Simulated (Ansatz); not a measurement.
# Lattice dynamics of NaVSe3 (model cell, started as cubic perovskite with V in the octahedra), part 2 of 2

Wanted: phonon frequencies of NaVSe3 (model cell, started as cubic perovskite with V in the octahedra) and what follows from them.

Ansatz 0.2.0; DFT PBE, scalar-relativistic, plane waves, PAW; PAW set soft_1.

So far. Step 3 (Relaxing to small forces for the phonons): The forces vanish by symmetry and the pressure is -0.005 GPa, within the tolerances set. The cell now holds 23.43 Å³/atom. The relaxed cell has a = 4.893 Å (conventional setting).

The structure was built from a prototype and need not be the compound's stable phase.

## 4. Zone-centre response

The zone centre comes first: it holds the modes that light can see, as far as symmetry allows. No field response is asked, since the mesh shows no gap.

The input, input.yaml:

```yaml
crystal:
  lattice:
    - [4.8932201373, 0.0, 0.0]
    - [0.0, 4.8932201373, 0.0]
    - [0.0, 0.0, 4.8932201373]
  atoms:
    - { symbol: Na, position: [0.0, 0.0, 0.0] }
    - { symbol: V, position: [0.5, 0.5, 0.5] }
    - { symbol: Se, position: [0.5, 0.5, 0.0] }
    - { symbol: Se, position: [0.5, 0.0, 0.5] }
    - { symbol: Se, position: [0.0, 0.5, 0.5] }
kpoints:
  mp_grid: { grid: [8, 8, 8] }
hamiltonian:
  xc: pbe
  pseudopotentials: { kind: paw, azcp: { folder: soft_1 } }
scf:
  occupations: { method: methfessel_paxton, width: 0.2 }
output:
  eigenvalues: true
phonons:
  method: dfpt
```

On the command line:

```
$ ansatz run input.yaml --threads 4 --pin off --max-ram 16384MiB --backend cpu --events-out ev --progress --plain --runs-dir out
```

Numbers of over 12 decimals in the logs are rounded to 6 here.

Output:

```text
zone centre: on kpoints.mp_grid the ground state, and the responses unless they are solved on pairs of k-points, stand on 125 of the mesh's 512 k-points, reduced under 8 symmetry operations, with k and −k counted as one. Each operation leaves every solved displacement unchanged or reverses it
[...]
Crystal: 5 atoms, lattice volume = 117.161 Å³
Basis set: ecut = 420 eV, 2301 PW (Γ), exchange–correlation on 72×72×72 points (8 copies of the dense FFT grid, shifted against one another)
Bands: 42, of which v1, the nominal top of the filled ones, is band 35 counted from 1 (34 counted from 0)
Symmetry: 48 space group operations
k-points: 125 of 512 (irreducible under 8 space group operations)
[...]
SCF iter   1: F=—  HF=-20814.864151 eV  |F-HF|=—  |Δ(HF+E_count)|=         —  Δρ=2.52e-1  dr2=1.22e2  ethr=3.10e-3  ⟨swp⟩=5.7  Hψ=18150  notcnv=0
[...]
SCF iter  11: F=-20808.468330 eV  HF=-20808.468330 eV  |F-HF|=3.64e-12  |Δ(HF+E_count)|=  4.73e-10  S|Δr|=    0.00e0  Δρ=6.43e-8  dr2=8.01e-12  ethr=1.00e-12  ⟨swp⟩=5.1  Hψ=24519  notcnv=0
SCF 1 converged in 11 iterations: F = -20808.468330 eV  dr2 = 8.01e-12
[...]
DFPT response loops at Γ: preconditioner auto → Kerker (q_TF=auto, 2.504 Å⁻¹) (partly filled bands, converged f_vac=0.118); β = 1.00, the filter's whole step (`scf.mixing.beta` (0.50) is not read by the response loops under this deck's `scf.mixing.preconditioner`; to damp them name `kerker` or `kerker_dos`, under which they read `scf.mixing.beta`, and type it under 1.00, their step now; both keys bind the ground state too); Broyden in place of MSR1
SCF converged after 11 iterations
[...]
Free energy (F): -20808.468330 eV
[...]
Internal energy: -20808.476472 eV  (E = F + TS)
E sigma→0 (E₀):  -20808.470365 eV
Entropy (-TS):   0.008142 eV (1.628 meV/atom)
Fermi energy:    7.350190 eV
[...]
--- Band table (eV; the first three rows and the last of 125) ---
  k-point 0: bands = [... 31 lower, 6.2427, 6.4745, 6.4745, 6.4745, 7.0754, 7.0754, 7.0754, 7.5632, ... 3 higher]
  k-point 1: bands = [... 31 lower, 6.1419, 6.3657, 6.4783, 6.6949, 6.6949, 7.3090, 7.3090, 7.5671, ... 3 higher]
  k-point 2: bands = [... 31 lower, 5.4726, 5.9198, 6.4875, 6.7701, 6.7701, 7.5740, 7.7415, 7.7415, ... 3 higher]
  k-point 124: bands = [... 31 lower, 3.5383, 7.8302, 7.8302, 7.8302, 8.0036, 8.0036, 8.0036, 9.4839, ... 3 higher]
--- Phonons (Γ-DFPT): 4 representative perturbations + reference, on 125 of 512 k-points (Σ response iterations 12) ---
  k mesh reduced under 8 symmetry operations, with k and −k counted as one. Each operation leaves every solved displacement unchanged or reverses it
  ASR residual: 5.072e-5 → 0.000e0 eV/Å²; symmetrization residual: 8.184e-6 eV/Å²
  ASR residual per site (eV/Å²): 2.86e-5 5.07e-5 5.34e-6 5.34e-6 5.34e-6
  Γ frequencies (cm⁻¹): -132.75 -132.75 -132.75 0.00 0.00 0.00 28.28 28.28 28.28 36.52 36.52 36.52 200.15 200.15 200.15
  non-analytic LO–TO correction: not included (Born effective charges unavailable; polar crystals: no LO–TO splitting at Γ)
```

Elapsed: 1.8 min, on 4 threads of Arm Neoverse V1, shared host; peak memory 2.1 GiB.

This step gave:

- sum-rule residual before enforcement: 5.07e-5 eV/Å²
- point group: m-3m
- highest optical mode at the zone centre (no LO-TO term): 200.2 cm⁻¹
- lowest optical zone-centre mode: -132.8 cm⁻¹

Patterns of degenerate modes are one choice out of their space. Modes at Γ, with each element's share of the kinetic energy (negative means imaginary):

| mode | frequency (cm⁻¹) | symmetry | Na % | V % | Se % |
| --- | --- | --- | --- | --- | --- |
| 1 | -132.8 | T1u | 0 | 73 | 27 |
| 2 | -132.8 | T1u | 0 | 73 | 27 |
| 3 | -132.8 | T1u | 0 | 73 | 27 |
| 4 | 0.0 | acoustic | 7 | 16 | 76 |
| 5 | 0.0 | acoustic | 7 | 16 | 76 |
| 6 | 0.0 | acoustic | 7 | 16 | 76 |
| 7 | 28.3 | T2u | 0 | 0 | 100 |
| 8 | 28.3 | T2u | 0 | 0 | 100 |
| 9 | 28.3 | T2u | 0 | 0 | 100 |
| 10 | 36.5 | T1u | 92 | 1 | 7 |
| 11 | 36.5 | T1u | 92 | 1 | 7 |
| 12 | 36.5 | T1u | 92 | 1 | 7 |
| 13 | 200.2 | T1u | 0 | 10 | 90 |
| 14 | 200.2 | T1u | 0 | 10 | 90 |
| 15 | 200.2 | T1u | 0 | 10 | 90 |

Displacements in mode 2 (-132.8 cm⁻¹), the largest set to 1:
```
Na1  0.00  0.00 -0.01
V2   0.01 -0.21  1.00
Se3  0.00  0.07  0.05
Se4  0.00 -0.01 -0.34
Se5  0.00  0.07 -0.34
```

Displacements in mode 7 (28.3 cm⁻¹), the largest set to 1:
```
Na1  0.00  0.00  0.00
V2   0.00  0.00  0.00
Se3  0.08 -0.24  0.00
Se4 -0.08  0.00 -1.00
Se5  0.00  0.24  1.00
```

Before it was imposed, the acoustic sum rule was missed by 5.1e-5 eV/Å². Small misses are needed for a sound result but don't prove that mesh and cutoff are converged. The lowest optical mode is imaginary, 132.8i cm⁻¹, so the energy falls along it.

## 5. Response at finite wavevector

Stability and thermal properties need the whole zone. Linear response on a 2×2×2 q mesh gives force constants as far as a supercell of that size would.

input.yaml: that of step 4 with these lines changed.

```diff
@@ -22 +22,8 @@
   method: dfpt
+  qmesh: [2, 2, 2]
+  temperatures: { t_max: 1000, t_step: 50 }
+  qpath:
+    path:
+      - [[0.0, 0.0, 0.0], [0.0, 0.5, 0.0], [0.5, 0.5, 0.0], [0.0, 0.0, 0.0], [0.5, 0.5, 0.5], [0.0, 0.5, 0.0]]
+      - [[0.5, 0.5, 0.5], [0.5, 0.5, 0.0]]
+    npoints: 10
```

Output:

```text
[...]
Crystal: 5 atoms, lattice volume = 117.161 Å³
Basis set: ecut = 420 eV, 2301 PW (Γ), exchange–correlation on 72×72×72 points (8 copies of the dense FFT grid, shifted against one another)
Bands: 42, of which v1, the nominal top of the filled ones, is band 35 counted from 1 (34 counted from 0)
Symmetry: 48 space group operations
k-points: 35 of 512
[...]
SCF iter   1: F=—  HF=-20814.864335 eV  |F-HF|=—  |Δ(HF+E_count)|=         —  Δρ=2.52e-1  dr2=1.22e2  ethr=3.10e-3  ⟨swp⟩=5.6  Hψ=5065  notcnv=0
[...]
SCF iter  11: F=-20808.468330 eV  HF=-20808.468330 eV  |F-HF|=0.00e0  |Δ(HF+E_count)|=  4.69e-10  S|Δr|=    0.00e0  Δρ=6.58e-8  dr2=8.92e-12  ethr=1.00e-12  ⟨swp⟩=4.9  Hψ=6788  notcnv=0
the search or the solves at the SCF's close seem to have found levels that the self-consistency loop had missed (the run counts 1). By its estimate they hold under 1e-12 electrons; where the run keeps them, the occupations were computed again with them
SCF 1 converged in 11 iterations: F = -20808.468330 eV  dr2 = 8.92e-12
[...]
SCF iter   6: F=-20808.468330 eV  HF=-20808.468330 eV  |F-HF|=0.00e0  |Δ(HF+E_count)|=  3.64e-12  S|Δr|=    0.00e0  Δρ=1.62e-8  dr2=2.90e-13  ethr=1.00e-12  ⟨swp⟩=2.0  Hψ=4156  notcnv=0
SCF 2 converged in 6 iterations: F = -20808.468330 eV  dr2 = 2.90e-13
phonons: the bands overlap, so this run is a metal and interpolates without the dipole-dipole term. If the crystal is really an insulator or semiconductor, its LO-TO splitting is missing
NSCF: frozen V_eff on 35 k-points
WARN: eigensolver did not converge (k=5): 1 band(s) unlocked after 20 sweeps at ethr=1.09e-12 eV (storage-precision floor; scheduled 1.00e-12 eV) (lowest unlocked band 41, counted from 0; max residual 3.06e-5 eV among the unlocked bands, 3.06e-5 eV over every band; other slots of this pass that fall short are told together in one closing line; warning suppressed until the next SCF loop or pass starts)
WARN: eigensolver did not converge in 5 slots of this pass, the one above among them; of largest residual over every band (k=9): 1 band(s) unlocked (lowest unlocked band 41, counted from 0; max residual 3.07e-3 eV among the unlocked bands, 3.07e-3 eV over every band); of lowest unlocked band (k=5): band 41
[...]
DFPT response loops at q = (0, 0, 0) (fractional): preconditioner auto → Kerker (q_TF=auto, 2.504 Å⁻¹) (partly filled bands, converged f_vac=0.118); β = 1.00, the filter's whole step (`scf.mixing.beta` (0.50) is not read by the response loops under this deck's `scf.mixing.preconditioner`; to damp them name `kerker` or `kerker_dos`, under which they read `scf.mixing.beta`, and type it under 1.00, their step now; both keys bind the ground state too); Broyden in place of MSR1
[...]
SCF converged after 11 iterations
[...]
Free energy (F): -20808.468330 eV
[...]
Internal energy: -20808.476472 eV  (E = F + TS)
E sigma→0 (E₀):  -20808.470365 eV
Entropy (-TS):   0.008142 eV (1.628 meV/atom)
Fermi energy:    7.350190 eV
[...]
--- Band table (eV; the first three rows and the last of 35) ---
  k-point 0: bands = [... 31 lower, 6.2427, 6.4745, 6.4745, 6.4745, 7.0754, 7.0754, 7.0754, 7.5632, ... 3 higher]
  k-point 1: bands = [... 31 lower, 6.1419, 6.3657, 6.4783, 6.6949, 6.6949, 7.3090, 7.3090, 7.5671, ... 3 higher]
  k-point 2: bands = [... 31 lower, 5.4726, 5.9198, 6.4875, 6.7701, 6.7701, 7.5740, 7.7415, 7.7415, ... 3 higher]
  k-point 34: bands = [... 31 lower, 3.5383, 7.8302, 7.8302, 7.8302, 8.0036, 8.0036, 8.0036, 9.4839, ... 3 higher]
--- Phonons (Γ-DFPT): 4 representative perturbations + reference (Σ response iterations 12) ---
  ASR residual: 5.461e-5 → 0.000e0 eV/Å²; symmetrization residual: 8.115e-6 eV/Å²
  ASR residual per site (eV/Å²): 2.63e-5 5.46e-5 5.90e-6 5.90e-6 5.90e-6
[...]
--- Phonons (arbitrary-q DFPT): 4 irreducible q on the 2×2×2 mesh ---
  q = [0.0000, 0.0000, 0.0000] (star 1, of the zone-centre solve; hermiticity 1.96e-6, symmetrization 1.64e-11): -132.75 -132.75 -132.75 -0.00 0.00 0.00 28.28 28.28 28.28 36.52 36.52 36.52 200.15 200.15 200.15
  q = [0.0000, 0.0000, -0.5000] (star 3, 9 solved perturbations in 975 linear systems a pass and spin channel, the states on 125 of 512 k-point pairs; hermiticity 6.53e-7, symmetrization 1.32e-11): -122.59 -122.59 4.34 4.34 37.18 37.18 46.65 50.24 52.27 84.75 84.75 124.93 190.22 190.22 206.31
[...]
sum rule: each row above includes the acoustic sum rule's correction from the zone centre's row sums; it moved no ω² by more than (0.56 cm⁻¹)²
  mesh force constants: q→R imaginary residual 3.42e-18; ASR residual 5.461e-5 → 0.000e0 eV/Å²; symmetrization residual 1.243e-14 eV/Å²
  interpolated dispersion: 62 rows × 15 modes
  density of states and harmonic sums: on the 14×14×14 q-mesh, interpolated from the force constants of a 2×2×2 supercell (no non-analytic term)
  largest difference from the sums on the solved wave vectors: F 2.92e-1 eV, S 3.70e-4 and C_V 7.78e-5 eV/K
  zero-point energy: 0.064250 eV/cell   skipped modes (ω ≤ 0): 535, of them read as no rigid motion or as one in doubt: 532 (4.528e0 modes/cell left out, lowest -132.75 cm⁻¹)   left out of the sums: 3.02e-1 of the cell's modes: C_V's classical limit lies that fraction below 3 k_B per atom; for a crystal, a wire or a layer, F and S can be off by more, and a phonons.interpolated_qmesh denser along its periods is the remedy for the sampling
```

Elapsed: 8.6 min, on 4 threads; peak memory 1.8 GiB; 34 min of CPU time.

This step gave:

- sum-rule residual before enforcement: 5.46e-5 eV/Å²
- lowest frequency on the path: -132.8 cm⁻¹
- highest frequency on the path or at a solved wavevector: 251.7 cm⁻¹
- lowest mode on the q mesh (acoustic modes at Γ apart): -132.8 cm⁻¹

Frequencies (cm⁻¹) solved at each irreducible wavevector; negative means imaginary. Frequencies by wavevector, by row:

```csv
q in reciprocal lattice units,star,mode 1,mode 2,mode 3,mode 4,mode 13,mode 14,mode 15
0 0 0,1,-132.8,-132.8,-132.8,0,200.2,200.2,200.2
0 0 -0.5,3,-122.6,-122.6,4.3,4.3,190.2,190.2,206.3
0 -0.5 -0.5,3,-114.1,-48.7,-46.3,-46.3,127.7,178.8,230.2
-0.5 -0.5 -0.5,1,-91.2,-91.2,-49.2,-49.2,126.8,126.8,251.7
```

Interpolated from a 2×2×2 q mesh. The phonon branches at the labelled points (cm⁻¹):

```
    point  branch 1  branch 2  branch 3  branch 4  branch 12  branch 13  branch 14  branch 15
        Γ      -133      -133      -133         0         36        200        200        200
  halfway      -127      -127       -76        10         79        196        196        203
        X      -123      -123         4         4        125        190        190        206
  halfway      -117       -79       -31       -20        126        142        185        225
        M      -114       -49       -46       -46        126        128        179        230
  halfway      -121       -78       -74       -28        100        167        191        219
        Γ      -133      -133      -133         0         36        200        200        200
  halfway       -73       -73       -73       -33        105        156        156        235
        R       -91       -91       -49       -49        127        127        127        252
  halfway       -78       -70       -36       -35        124        124        140        242
        X      -123      -123         4         4        125        190        190        206
jump to R       -91       -91       -49       -49        127        127        127        252
  halfway       -76       -49       -45       -36        119        119        127        247
        M      -114       -49       -46       -46        126        128        179        230
```

Tetrahedra on a 14×14×14 mesh, mean over bins of 5 cm-1. Interpolated from a 2×2×2 q mesh. Table of phonon density of states by wavenumber; read off at these points:

| wavenumber (cm⁻¹) | phonon density of states (1/cm⁻¹/cell) |
| --- | --- |
| -132 | 0.00185 |
| -118 | 0.0468 |
| -108 | 0.0327 |
| -92 | 0.0213 |
| -78 | 0.0206 |
| -68 | 0.0265 |
| -52 | 0.0316 |
| -42 | 0.0865 |
| -38 | 0.0680 |
| -28 | 0.0448 |
| -12 | 0.0305 |
| 2 | 0.0218 |
| 12 | 0.0283 |
| 28 | 0.0516 |
| 38 | 0.158 |
| 42 | 0.128 |
| 52 | 0.0472 |
| 68 | 0.0569 |
| 78 | 0.0626 |
| 82 | 0.0731 |
| 92 | 0.0545 |
| 108 | 0.0407 |
| 118 | 0.0682 |
| 122 | 0.104 |
| 132 | 0.0195 |
| 148 | 0.0164 |
| 158 | 0.0182 |
| 172 | 0.0250 |
| 188 | 0.0395 |
| 198 | 0.0130 |
| 212 | 0.0159 |
| 228 | 0.0312 |
| 238 | 0.0227 |
| 252 | 0.00423 |

The partial phonon density of states has structure finer than the step of the table below, so its rows give means over 20 cm⁻¹, whole bins alone (the curve runs from -143 to 269 cm⁻¹). Peaks (cm⁻¹: height): Na -44.4: 0.0179, 38.5: 0.123; Se -44.4: 0.0569, 17.8: 0.0430, 41.1: 0.0499, 64.4: 0.0403, 82.5: 0.0557, 121.4: 0.0543, 183.5: 0.0333; V -116.9: 0.0423, -96.1: 0.0380, -67.7: 0.0300, -46.9: 0.0118, 124.0: 0.0348.

Phonopy on the run's constants, 11x11x11 mesh, Gaussian sigma 2.9 cm-1. Interpolated from a 2×2×2 q mesh. Table of partial phonon density of states by wavenumber; means over each step; values in 1/cm⁻¹/cell:

```csv
wavenumber (cm⁻¹),Na,Se,V
-120,1.6e-4,0.00621,0.0283
-100,0.00111,0.00595,0.0225
-80,0.00193,0.00440,0.00730
-60,0.00557,0.0115,0.0122
-40,0.0158,0.0433,0.00858
-20,0.0106,0.0265,0.00342
0,0.00255,0.0122,0.00124
20,0.0107,0.0322,0.00174
40,0.0650,0.0388,0.00141
60,0.0200,0.0283,0.00424
80,0.00824,0.0485,0.00856
100,0.00307,0.0348,0.0138
120,0.00476,0.0403,0.0223
140,5.0e-4,0.0131,0.00445
160,8.7e-5,0.0158,0.00266
180,3.6e-5,0.0284,0.00339
200,1.6e-5,0.0146,0.00146
220,0,0.0212,7.6e-4
240,0,0.0215,3.5e-4
```

Symmetry leaves 4 wavevectors to solve. The lowest mode among them, the acoustic zeros apart, lies at Γ and is imaginary, 132.8i cm⁻¹, so the energy falls along it.

## 6. Outcome

| Property | Result |
| --- | --- |
| space group after relaxation (within 0.01 Å) | Pm-3m |
| volume per atom | 23.4 Å³ |
| electronic character | no gap on this mesh |
| highest optical mode at the zone centre (no LO-TO term) | 200 cm⁻¹ |
| lowest optical zone-centre mode | -133 cm⁻¹ |
| lowest mode on the q mesh (acoustic modes at Γ apart) | -133 cm⁻¹ |
| highest frequency on the path or at a solved wavevector | 252 cm⁻¹ |
| imaginary modes on the 2×2×2 q mesh | yes |

Modes are clearly imaginary (beyond 10i cm⁻¹) at 4 of the 4 irreducible wavevectors, most at Γ (132.8i cm⁻¹), so this structure is not a minimum of the energy. The optical modes at Γ span -133 to 200 cm⁻¹ (negative means imaginary). The highest mode in this list at Γ, 200.2 cm⁻¹, is mostly motion of Se (90 % of the kinetic energy). With no gap, or one that is small against the smearing, the frequencies hang on the k mesh and the smearing, most of all near Kohn anomalies. The phonon runs are without spin polarisation, although V often carries a moment. A phonon run warned that its eigensolver left some bands unconverged in a pass. The starting cell was built on a prototype and not taken from a measurement, so the phase need not exist. These are harmonic frequencies at zero temperature: anharmonic shifts, linewidths and thermal expansion are left out.

[Logs are printed without paths, hosts, clocks, repeated set-up lines and the standing remarks that a program may print on its own settings, such as how far it seeks lower states.]

[Hosts, paths, dates, database ids (printed as entryN), source tags and the programs' standing remarks are cut or masked in the printed files.]
